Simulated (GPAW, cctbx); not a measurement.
# What do these deviations say about the bonding?

Mg4SeS3, P-43m (no. 215), a = 5.7719 Å, b = 5.7719 Å, c = 5.7719 Å, α = 90.00°, β = 90.00°, γ = 90.00°.

| atom | mult. | x | y | z |
| --- | --- | --- | --- | --- |
| Se1 | 1 | 0 | 0 | 0 |
| S1 | 3 | 0 | 1/2 | 1/2 |
| Mg1 | 4 | 0.2565 | 0.2565 | 0.2565 |

The cell is our own: ordered zincblende alloy in the eight-atom cube, 1 of 4 S sites given to Se.

Absolute values of the static structure factors of the conventional cell from DFT (PBE, GPAW) against free spherical atoms, in electrons:

| hkl | d (Å) | free atoms | crystal |
| --- | --- | --- | --- |
| 010 | 5.772 | 15.67 | 15.71 |
| 011 | 4.081 | 17.05 | 17.00 |
| 111 | 3.332 | 76.98 | 77.90 |
| 020 | 2.886 | 27.39 | 28.12 |
| 021 | 2.581 | 17.38 | 17.32 |
| 121 | 2.356 | 15.85 | 15.78 |
| 022 | 2.041 | 87.59 | 87.42 |
| 122 | 1.924 | 13.60 | 13.59 |
| 030 | 1.924 | 18.77 | 18.76 |
| 031 | 1.825 | 14.50 | 14.49 |

**Question.** Which way does charge move, and which reflections show it best?

Project each element's phase sum on the total phase. |F| rises if density moves to atoms that scatter in phase and falls if it moves to atoms that scatter against it; the rule is for low angles, since changes of shape take over beyond. Where all elements are in phase the terms compete, and the compactness of the donor's and the acceptor's density matters too.

| hkl | Se in phase | S in phase | Mg in phase | change (e) | (%) |
| --- | --- | --- | --- | --- | --- |
| 010 | +1.0 | -1.0 | -0.2 | +0.04 | +0.2 |
| 011 | +1.0 | -1.0 | 0.0 | -0.05 | -0.3 |
| 111 | +0.9 | +2.6 | +2.0 | +0.92 | +1.2 |
| 020 | +1.0 | +3.0 | -4.0 | +0.74 | +2.7 |
| 021 | +1.0 | -1.0 | +0.2 | -0.06 | -0.3 |
| 121 | +1.0 | -1.0 | +0.1 | -0.07 | -0.4 |
| 022 | +1.0 | +3.0 | +4.0 | -0.17 | -0.2 |
| 122 | +1.0 | -1.0 | -0.2 | -0.01 | -0.1 |

Low-angle reflections that set elements apart and change by more than 0.05 e: 020, 021 and 121 (010, 011 and 122 hardly move and tell little). The signs fit a gain of density on Se and S and a loss on Mg. The best witness is 020, +2.7 %, where S enters with +3.0. The real-space density agrees: Voronoi charges Se -0.34, S -0.38, Mg +0.37 e. The shortest bond, S–Mg, has Δρ = +0.08 e/Å³ at its midpoint, on a slope that rises towards one atom.
